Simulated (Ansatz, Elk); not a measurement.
# NaHfAl3: X-ray structure factors from the self-consistent density

Structure refinements treat a crystal as free atoms side by side. For a made-up structure of NaHfAl3 (cell and positions from a PBE relaxation) the runs below show what the calculated density changes in F(hkl).

Main program and level: Elk 11.2.3 (patched build); DFT, PBE, all-electron APW+lo, Dirac cores, scalar-relativistic bands, static density, no spin.

The structure was built from a prototype and need not be the compound's stable phase.

### 1. Set-up

It takes space group I-4m2 (No. 119, tetragonal). The conventional cell has a = 4.026 Å, b = 4.026 Å, c = 12.219 Å, α = 90.00°, β = 90.00°, γ = 90.00°. Nearest to Hf lie 8 Al at 3.09 Å. Al has 4 Al at 2.73 Å and 4 Na at 2.85 Å nearest. Nearest to Al lie 3 Al at 2.41 to 2.73 Å and 2 Na at 2.73 Å and 4 Hf at 3.09 Å. Nearest to Na lie 8 Al at 2.73 to 2.85 Å. Farther neighbours are not listed.

### 2. Ground state and structure factors

An all-electron density is needed, since X-rays see the cores too. Task 0 finds the density and task 195 Fourier-transforms it; tshift is off so that phases refer to the origin typed.

File elk.in:

```
tasks
  0
  195

xctype
  20

spinpol
  .false.

rgkmax
  7.0

gmaxvr
  14.0

lmaxo
  7

lmaxapw
  8

swidth
  0.002

tshift
  .false.

ramdisk
  .false.

hmaxvr
  5.5

maxscl
  120

epspot
  1e-06

sppath
  './'

avec
  -3.80365632925 3.80365632925 11.54554952611
  3.80365632925 -3.80365632925 11.54554952611
  3.80365632925 3.80365632925 -11.54554952611

atoms
  3
  'Hf.in'
  1
  0.0000000000 0.0000000000 -0.0000000000   0.000000 0.000000 0.000000
  'Al.in'
  3
  0.7500000000 0.2500000000 0.5000000000   0.000000 0.000000 0.000000
  0.4012493327 0.4012493327 -0.0000000000   0.000000 0.000000 0.000000
  0.5987506673 0.5987506673 0.0000000000   0.000000 0.000000 0.000000
  'Na.in'
  1
  0.2500000000 0.7500000000 0.5000000000   0.000000 0.000000 0.000000

ngridk
  8 8 8
```

Run with:

```sh
$ OMP_NUM_THREADS=4 elk
```

Numbers of over 12 decimals in the logs are rounded to 6 here.

The log of the run:

```text
┌─────────────────────────┐
│ Elk code version 11.2.3 │
└─────────────────────────┘

All units are atomic (Hartree, Bohr, etc.)

┌─────────────────────────────────────────────────┐
│ Ground-state run starting from atomic densities │
└─────────────────────────────────────────────────┘

Lattice vectors :
  -3.803656329       3.803656329       11.54554953
   3.803656329      -3.803656329       11.54554953
   3.803656329       3.803656329      -11.54554953

Reciprocal lattice vectors :
 -0.1550588016E-16  0.8259401959      0.2721042118
  0.8259401959     -0.1550588016E-16  0.2721042118
  0.8259401959      0.8259401959      0.7717224740E-17

Unit cell volume      :    668.1548737
Brillouin zone volume :   0.3712465825

Muffin-tin inner radius fraction :   0.1000000000E-01

Nuclei treated as point charges

Species : 1 (Hf)
 parameters loaded from : Hf.in
 name : hafnium
 nuclear charge    :   -72.00000000
 electronic charge :    72.00000000
 atomic mass :    325367.3659
 muffin-tin radius :    2.800000000
 number of radial points in muffin-tin :   1393
 inner part over the whole radius :   0.9942779402E-02
 number on inner part of muffin-tin    :    999
 approximate nuclear radius :   0.1000320365E-03
 number of mesh points to nuclear radius :    518
 atomic positions (lattice), magnetic fields (Cartesian) :
  1 :   0.00000000  0.00000000  0.00000000    0.00000000  0.00000000  0.00000000

Species : 2 (Al)
 parameters loaded from : Al.in
 name : aluminium
 nuclear charge    :   -13.00000000
 electronic charge :    13.00000000
 atomic mass :    49184.33496
 muffin-tin radius :    2.200000000
 number of radial points in muffin-tin :    793
 inner part over the whole radius :   0.9821194981E-02
 number on inner part of muffin-tin    :    552
 approximate nuclear radius :   0.5839653600E-04
 number of mesh points to nuclear radius :    244
 atomic positions (lattice), magnetic fields (Cartesian) :
  1 :   0.75000000  0.25000000  0.50000000    0.00000000  0.00000000  0.00000000
  2 :   0.40124933  0.40124933  0.00000000    0.00000000  0.00000000  0.00000000
  3 :   0.59875067  0.59875067  0.00000000    0.00000000  0.00000000  0.00000000

Species : 3 (Na)
 parameters loaded from : Na.in
 name : sodium
 nuclear charge    :   -11.00000000
 electronic charge :    11.00000000
 atomic mass :    41907.78703
 muffin-tin radius :    2.200000000
 number of radial points in muffin-tin :    793
 inner part over the whole radius :   0.9883648912E-02
 number on inner part of muffin-tin    :    551
 approximate nuclear radius :   0.5574345702E-04
 number of mesh points to nuclear radius :    238
 atomic positions (lattice), magnetic fields (Cartesian) :
  1 :   0.25000000  0.75000000  0.50000000    0.00000000  0.00000000  0.00000000

Total number of atoms per unit cell :    5
Total muffin-tin volume :    270.3612750
 ratio of muffin-tin to unit cell volume :   0.4046386334

Spin treatment :
 spin-unpolarised

Number of Bravais lattice symmetries :   16
Number of crystal symmetries         :    8
Crystal has no inversion symmetry
Complex Hermitian eigensolver will be used

k-point grid :      8     8     8
k-point offset :    0.000000000       0.000000000       0.000000000
k-point set is reduced with full crystal symmetry group
Total number of k-points :       87

Muffin-tin radius times maximum |G+k| :    7.000000000
 using average radius
Maximum |G+k| for APW functions       :    3.017241379
Maximum (1/2)|G+k|²                   :    4.551872771
Maximum |G| for potential and density :    14.00000000
Constant for pseudocharge density :   10
 order of it for each species :   17  17  17
 order of it for pair densities of each species (exact exchange by exxq0 0: 18) :   14   8   8
Radial integration step length :    1

G-vector grid sizes :     60    60    60
Number of G-vectors :    30895

Maximum angular momentum used for
 APW functions            :    8
 outer part of muffin-tin :    7
 inner part of muffin-tin :    2

Total nuclear charge    :   -122.0000000
[...]
correlation                 :     -6.240040
 electron entropic           :    -0.71570519077541E-03
 total energy                :     -15989.714046831

Density of states at Fermi energy :    53.76522511
 (states/Hartree/unit cell)

Estimated indirect band gap :   0.6248171297E-03
 from k-point 26 to k-point 54
Estimated direct band gap   :   0.1100644555E-01
 at k-point 83

Charges :
 core                        :    60.00000000
 valence                     :    62.00000000
 interstitial                :    8.273568368
 muffin-tins (core leakage)
  species : 1 (Hf)
   atom 1                    :    69.47450156     (  0.2468851079E-07)
  species : 2 (Al)
[...]
species : 3 (Na)
[...]
total in muffin-tins        :    113.7264316
 total calculated charge     :    121.9985398
 total charge                :    122.0000000
 error                       :   0.1460184011E-02

RMS change in Kohn-Sham potential (target) :   0.5818465441     (  0.1000000000E-05)
Absolute change in total energy (target)   :   0.5630469456     (  0.1000000000E-03)

[... loops 3 to 14 left out ...]

┌──────────────────┐
│ Loop number : 15 │
└──────────────────┘

Energies :
 Fermi                       :     0.213866
 sum of occupied eigenvalues :     -9716.4254868292
 electron kinetic            :      17781.336034775
 core electron kinetic       :      17005.346918236
 Coulomb                     :     -33389.878398892
 Coulomb potential           :     -27001.727660041
 nuclear-nuclear             :     -1198.2709243402
 electron-nuclear            :     -37400.227160909
 Hartree                     :      5208.6196863577
 Madelung                    :     -19889.014568871
 xc potential                :     -496.03386156301
 exchange                    :     -373.89496954793
 correlation                 :     -6.247176
 electron entropic           :    -0.71548442771997E-03
 total energy                :     -15988.685225461

Density of states at Fermi energy :    52.46142291
 (states/Hartree/unit cell)

Estimated indirect band gap :   0.5505639460E-03
 from k-point 60 to k-point 41
Estimated direct band gap   :   0.1289353216E-01
 at k-point 76

Charges :
 core                        :    60.00000000
 valence                     :    62.00000000
 interstitial                :    8.042015985
 muffin-tins (core leakage)
  species : 1 (Hf)
[...]
species : 2 (Al)
[...]
species : 3 (Na)
[...]
total in muffin-tins        :    113.9579840
 total calculated charge     :    121.9985650
 total charge                :    122.0000000
 error                       :   0.1435007547E-02

RMS change in Kohn-Sham potential (target) :   0.4090615874E-06 (  0.1000000000E-05)
Absolute change in total energy (target)   :   0.9723148105E-04 (  0.1000000000E-03)

Convergence targets achieved

┌──────────────────┐
│ Loop number : 16 │
└──────────────────┘

Energies :
 Fermi                       :     0.213866
 sum of occupied eigenvalues :     -9716.4254921422
 electron kinetic            :      17781.336032043
 core electron kinetic       :      17005.346912423
 Coulomb                     :     -33389.878400222
 Coulomb potential           :     -27001.727639347
 nuclear-nuclear             :     -1198.2709243402
 electron-nuclear            :     -37400.227185887
 Hartree                     :      5208.6197100053
 Madelung                    :     -19889.014580548
 xc potential                :     -496.03388483838
 exchange                    :     -373.89496966412
 correlation                 :     -6.247176
 electron entropic           :    -0.71548485416558E-03
 total energy                :     -15988.685229638

Density of states at Fermi energy :    52.46145540
 (states/Hartree/unit cell)

Estimated indirect band gap :   0.5506091508E-03
 from k-point 60 to k-point 41
Estimated direct band gap   :   0.1289352791E-01
 at k-point 76

Charges :
 core                        :    60.00000000
 valence                     :    62.00000000
 interstitial                :    8.042015886
 muffin-tins (core leakage)
  species : 1 (Hf)
[...]
species : 2 (Al)
[...]
atom 2                    :    11.27101404     (  0.4757626479E-03)
   atom 3                    :    11.27101404     (  0.4757626479E-03)
  species : 3 (Na)
   atom 1                    :    10.20340503     ( -0.9715865668E-07)
 total in muffin-tins        :    113.9579841
 total calculated charge     :    121.9985650
 total charge                :    122.0000000
 error                       :   0.1435007572E-02

┌──────────────────────────────┐
│ Self-consistent loop stopped │
└──────────────────────────────┘

Warning : core states of species 2 leak from the muffin-tin :   0.4757626479E-03

Wrote STATE.OUT
```

Run time: 96 s. Hardware: 4 threads of Arm Neoverse V1, shared host; peak memory 0.25 GiB.

SFACRHO.OUT:

```text

h k l indices transformed by vhmat matrix:
   1.000000000       0.000000000       0.000000000    
   0.000000000       1.000000000       0.000000000    
   0.000000000       0.000000000       1.000000000    

      h      k      l  multipl.   |H|            Re(F)            Im(F)           |F|

      0      0      0      1   0.0000000       122.00000      0.70930782E-17   122.00000    
     -1     -1      1      2  0.54420842       54.753334     -0.52891881E-14   54.753334    
      0      1     -1      4  0.86960791       48.278877      -1.2513228       48.295091    
      1      0     -1      4  0.86960791       48.278877       1.2513228       48.295091    
     -2     -2      2      2   1.0884168       66.413886     -0.66596737E-15   66.413886    
      2      1     -2      4   1.1612681       67.914160     -0.96926757       67.921077    
      2      1     -1      4   1.1612681       67.914160      0.96926757       67.921077    
      0      0      1      4   1.1680558       63.283855     -0.39833319E-14   63.283855    
      0      2     -1      8   1.2886106       84.596368     -0.17132163E-13   84.596368    
     -2     -3      3      4   1.5916013       75.025278      0.72038968       75.028736    
     -3     -2      3      4   1.5916013       75.025278     -0.72038968       75.028736    
      1      3     -2      8   1.5965606       28.367095      0.45211610E-13   28.367095    
      3      3     -3      2   1.6326253       27.619975      0.41789960E-13   27.619975    
      1     -1     -1      4   1.6518804       90.214028     -0.68722639E-14   90.214028    
      0      2      0      4   1.7392158       46.177556     -0.87235886E-01   46.177638    
      0     -2      0      4   1.7392158       46.177556      0.87235886E-01   46.177638    
      1     -2      1      8   1.8667958       42.200256     -0.87147538       42.209253    
     -1      2     -1      8   1.8667958       42.200256      0.87147538       42.209253
```

Elk indexes on the primitive cell of elk.in and gives |H| = 4π sin θ/λ in inverse bohr. Below, one row stands for each form hkl of the conventional cell (m members, Friedel mates merged), F is for one primitive cell and the density is static (no thermal factor). Free-atom factors are Waasmaier and Kirfel's, and R is Σm||F|−|F'||/Σm|F|.

```tsv
hkl	m	sin θ/λ (Å⁻¹)	abs F, DFT	neutral atoms	diff.	abs of complex diff.
002	2	0.082	54.753	54.795	-0.042	0.042
101	8	0.131	48.295	48.605	-0.310	0.318
004	2	0.164	66.414	66.503	-0.089	0.089
103	8	0.175	67.921	68.090	-0.169	0.185
110	4	0.176	63.284	63.413	-0.129	0.129
112	8	0.194	84.596	84.963	-0.367	0.367
105	8	0.239	75.029	75.379	-0.350	0.363
114	8	0.240	28.367	28.202	+0.166	0.166
006	2	0.245	27.620	27.316	+0.304	0.304
200	4	0.248	90.214	90.670	-0.456	0.456
202	8	0.262	46.178	46.298	-0.120	0.149
211	16	0.281	42.209	42.225	-0.016	0.055
204	8	0.297	56.504	56.591	-0.087	0.122
116	8	0.302	55.517	55.544	-0.026	0.026
```

### 3. The highest occupied states alone

An energy window below the Fermi level keeps the highest occupied states, to see at which angles they scatter; shallow core shells can lie inside it and anion s states outside. No new self-consistency is needed.

Changes to elk.in since step 2:

```diff
@@ -1,3 +1,2 @@
 tasks
-  0
   195
@@ -40,2 +39,5 @@
 
+wsfac
+  -0.153630 0.513870
+
 sppath
```

Run with:

```sh
$ OMP_NUM_THREADS=4 elk
```

The log of the run:

```text
┌─────────────────────────────────┐
│ Elk code version 11.2.3 started │
└─────────────────────────────────┘

Info(readinput): the functional depends on the density's gradient
 muffin-tin radial points multiplied by    2.00000
 (not where nrmtscf is given)

┌────────────────────┐
│ Current task : 195 │
└────────────────────┘

Info(sfacrho): density structure factors written to SFACRHO.OUT

 Energy window :  -0.1536300000      0.5138700000

┌──────────────────┐
│ Elk code stopped │
└──────────────────┘
```

Wall time 14 s (4 threads); peak memory 0.18 GiB.

States within 10 eV below the Fermi level hold 14.00 electrons; any levels below the window count with the cores. Their amplitudes can exceed the total, where window and core parts have opposite phase:

```tsv
hkl	sin θ/λ (Å⁻¹)	abs F, window	abs F, all
002	0.082	1.319	54.753
101	0.131	1.137	48.295
004	0.164	0.279	66.414
103	0.175	0.678	67.921
110	0.176	0.683	63.284
112	0.194	0.379	84.596
105	0.239	0.209	75.029
114	0.240	0.274	28.367
006	0.245	0.443	27.620
200	0.248	0.265	90.214
```

### 4. Another functional

The difference from free atoms is small, so it is set against the change that PBEsol makes.

Changes to elk.in since step 3:

```diff
@@ -1,2 +1,3 @@
 tasks
+  0
   195
@@ -4,3 +5,3 @@
 xctype
-  20
+  22
 
@@ -39,5 +40,2 @@
 
-wsfac
-  -0.153630 0.513870
-
 sppath
```

Run with:

```sh
$ OMP_NUM_THREADS=4 elk
```

The log of the run:

```text
┌─────────────────────────┐
│ Elk code version 11.2.3 │
└─────────────────────────┘

All units are atomic (Hartree, Bohr, etc.)

┌─────────────────────────────────────────────────┐
│ Ground-state run starting from atomic densities │
└─────────────────────────────────────────────────┘

Lattice vectors :
  -3.803656329       3.803656329       11.54554953
   3.803656329      -3.803656329       11.54554953
   3.803656329       3.803656329      -11.54554953

Reciprocal lattice vectors :
 -0.1550588016E-16  0.8259401959      0.2721042118
[...]
species : 1 (Hf)
[...]
species : 2 (Al)
[...]
atom 3                    :    11.26885752     (  0.4859146722E-03)
  species : 3 (Na)
   atom 1                    :    10.20453741     ( -0.9715865623E-07)
 total in muffin-tins        :    113.9691737
 total calculated charge     :    121.9985330
 total charge                :    122.0000000
 error                       :   0.1466962925E-02

┌──────────────────────────────┐
│ Self-consistent loop stopped │
└──────────────────────────────┘

Warning : core states of species 2 leak from the muffin-tin :   0.4859146722E-03

Wrote STATE.OUT
[key lines of the parts left out:]
total energy                :     -15982.315840245
```

Run time: 95 s. Hardware: 4 threads; peak memory 0.24 GiB.

Against the first run R = 0.02 %; the largest change is -0.026 at 1 1 10.

### 5. A coarser k-mesh

About half the k-points along each axis test the sampling.

Changes to elk.in since step 4:

```diff
@@ -5,3 +5,3 @@
 xctype
-  22
+  20
 
@@ -63,2 +63,2 @@
 ngridk
-  8 8 8
+  4 4 4
```

Run with:

```sh
$ OMP_NUM_THREADS=4 elk
```

The log of the run:

```text
┌─────────────────────────┐
│ Elk code version 11.2.3 │
└─────────────────────────┘

All units are atomic (Hartree, Bohr, etc.)

┌─────────────────────────────────────────────────┐
│ Ground-state run starting from atomic densities │
└─────────────────────────────────────────────────┘

Lattice vectors :
  -3.803656329       3.803656329       11.54554953
   3.803656329      -3.803656329       11.54554953
   3.803656329       3.803656329      -11.54554953

Reciprocal lattice vectors :
 -0.1550588016E-16  0.8259401959      0.2721042118
[...]
species : 1 (Hf)
[...]
species : 2 (Al)
[...]
atom 3                    :    11.27249055     (  0.4759342734E-03)
  species : 3 (Na)
   atom 1                    :    10.20313343     ( -0.9715865712E-07)
 total in muffin-tins        :    113.9672016
 total calculated charge     :    121.9985758
 total charge                :    122.0000000
 error                       :   0.1424236061E-02

┌──────────────────────────────┐
│ Self-consistent loop stopped │
└──────────────────────────────┘

Warning : core states of species 2 leak from the muffin-tin :   0.4759342734E-03

Wrote STATE.OUT
[key lines of the parts left out:]
total energy                :     -15988.684077179
```

Wall time 35 s (4 threads); peak memory 0.24 GiB; 82 s of CPU time.

Against the first run R = 0.00 %; the largest change is +0.028 at 004.

### 6. Settings against the effect

```tsv
run	R against the first run (%)	R against neutral atoms, low angle (%)	wall time
PBE, rgkmax 7	0.00	0.33	96 s
PBEsol	0.02	0.34	95 s
k-mesh 4×4×4	0.00	0.33	35 s
```

### 7. What came out

| Property | Result |
| --- | --- |
| R against neutral atoms, sin θ/λ < 0.3 Å⁻¹ | 0.33 % |
| R against neutral atoms, 0.3 to 0.78 Å⁻¹ | 0.20 % |

**Reading.** Independent neutral atoms miss the calculated amplitudes by R = 0.33 % below 0.3 Å⁻¹ and 0.20 % from there to 0.78 Å⁻¹; by shells, 0.52 % below 0.15 Å⁻¹ (2 forms), 0.31 % 0.15 to 0.3 (11 forms), 0.13 % 0.3 to 0.45 (23 forms), 0.22 % above 0.45 (113 forms). Bonding, aspherical density and the tables' own atoms all enter these figures, and the runs don't part them. The largest change of an amplitude is -0.46 electrons, at 200. R counts amplitudes alone; phases shift too. The window's part falls from 14.0 electrons at the origin to at most 0.23 between 0.45 and 0.78 Å⁻¹. Below 0.3 Å⁻¹ the changes that finished (PBEsol and k-mesh 4×4×4) move F by R = 0.01 % at most, against the 0.33 % that separates it from free atoms. The basis has no finished test. Spin-orbit coupling is left out, which can matter for elements this heavy. Part of the difference isn't bonding: the tables are fits to free atoms and ions calculated by other methods than this functional. Thermal motion, anomalous dispersion and extinction are left out.

[Logs are printed without paths, hosts, clocks, repeated set-up lines and the standing remarks that a program may print on its own settings, such as how far it seeks lower states.]

[Hosts, paths, dates, database ids (printed as entryN), source tags and the programs' standing remarks are cut or masked in the printed files.]
